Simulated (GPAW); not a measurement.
## Polymorphs of TiO2 told apart by optics

Method, alike for all: GPAW, LDA, RPA, without spin-orbit coupling, line width 0.15 eV (Lorentzian).

Structure 1:

It takes space group I4_1/amd (No. 141, tetragonal). Conventional cell: a = 3.784 Å, b = 3.784 Å, c = 9.515 Å, α = 90.00°, β = 90.00°, γ = 90.00°. Ti on site a is surrounded by 6 O at 1.93 to 1.98 Å. O on site e has 3 Ti at 1.93 to 1.98 Å as nearest neighbours.

Structure 2:

The structure is tetragonal, space group P4_2/mnm (No. 136). Conventional cell: a = 4.592 Å, b = 4.592 Å, c = 2.957 Å, α = 90.00°, β = 90.00°, γ = 90.00°. Ti on site a is surrounded by 6 O at 1.95 to 1.98 Å. O on site f has 3 Ti at 1.95 to 1.98 Å as nearest neighbours.

Spectrum A:

E (eV), Im ε and a bar:
```
     0.00       0.00 
     0.25       0.02 
     0.50       0.04 
     0.75       0.06 
     1.00       0.08 
     1.25       0.12 
     1.50       0.16 #
     1.75       0.23 #
     2.00       0.36 #
     2.25       0.73 ###
     2.50       1.56 ######
     2.75       2.67 ##########
     3.00       2.69 ##########
     3.25       3.95 ###############
     3.50       5.44 #####################
     3.75       7.38 ############################
     4.00       7.70 ##############################
     4.25       7.78 ##############################
     4.50       6.75 ##########################
     4.75       7.57 #############################
     5.00       7.65 ##############################
     5.25       6.89 ###########################
     5.50       5.51 #####################
     5.75       4.32 #################
     6.00       4.09 ################
     6.25       4.08 ################
     6.50       4.60 ##################
     6.75       5.22 ####################
     7.00       5.77 ######################
     7.25       5.88 #######################
     7.50       5.49 #####################
     7.75       4.40 #################
     8.00       3.79 ###############
     8.25       3.35 #############
     8.50       3.18 ############
     8.75       2.53 ##########
     9.00       2.37 #########
     9.25       2.41 #########
     9.50       2.40 #########
     9.75       1.91 #######
    10.00       1.65 ######
    10.25       1.51 ######
    10.50       1.34 #####
    10.75       1.31 #####
    11.00       1.25 #####
    11.25       1.13 ####
    11.50       1.17 ####
    11.75       1.19 #####
    12.00       1.09 ####
```

Spectrum B:

E (eV), Im ε and a bar:
```
     0.00       0.00 
     0.25       0.02 
     0.50       0.05 
     0.75       0.07 
     1.00       0.11 
     1.25       0.15 #
     1.50       0.21 #
     1.75       0.31 #
     2.00       0.50 ##
     2.25       0.89 ###
     2.50       1.92 #######
     2.75       4.91 ###################
     3.00       7.14 ############################
     3.25       7.15 ############################
     3.50       7.51 #############################
     3.75       7.77 ##############################
     4.00       7.25 ############################
     4.25       7.19 ############################
     4.50       7.38 ############################
     4.75       6.34 ########################
     5.00       5.26 ####################
     5.25       4.26 ################
     5.50       3.72 ##############
     5.75       3.36 #############
     6.00       3.16 ############
     6.25       3.52 ##############
     6.50       3.78 ###############
     6.75       4.24 ################
     7.00       4.88 ###################
     7.25       4.99 ###################
     7.50       5.65 ######################
     7.75       5.74 ######################
     8.00       5.00 ###################
     8.25       4.64 ##################
     8.50       3.85 ###############
     8.75       3.07 ############
     9.00       2.26 #########
     9.25       1.89 #######
     9.50       1.75 #######
     9.75       1.79 #######
    10.00       1.86 #######
    10.25       1.64 ######
    10.50       1.49 ######
    10.75       1.40 #####
    11.00       1.35 #####
    11.25       1.29 #####
    11.50       1.43 ######
    11.75       1.33 #####
    12.00       1.34 #####
```

Problem. Which spectrum belongs to which structure?

Solution. A is structure 1 (I4_1/amd, 11.4 Å³ an atom): ε∞ = 6.28 along the first axis, strongest peak along the first axis at 4.15 eV. B is structure 2 (P4_2/mnm, 10.4 Å³ an atom): ε∞ = 6.79 along the first axis, strongest peak along the first axis at 3.77 eV.

[Logs are printed without paths, hosts, clocks, repeated set-up lines and the standing remarks that a program may print on its own settings, such as how far it seeks lower states.]
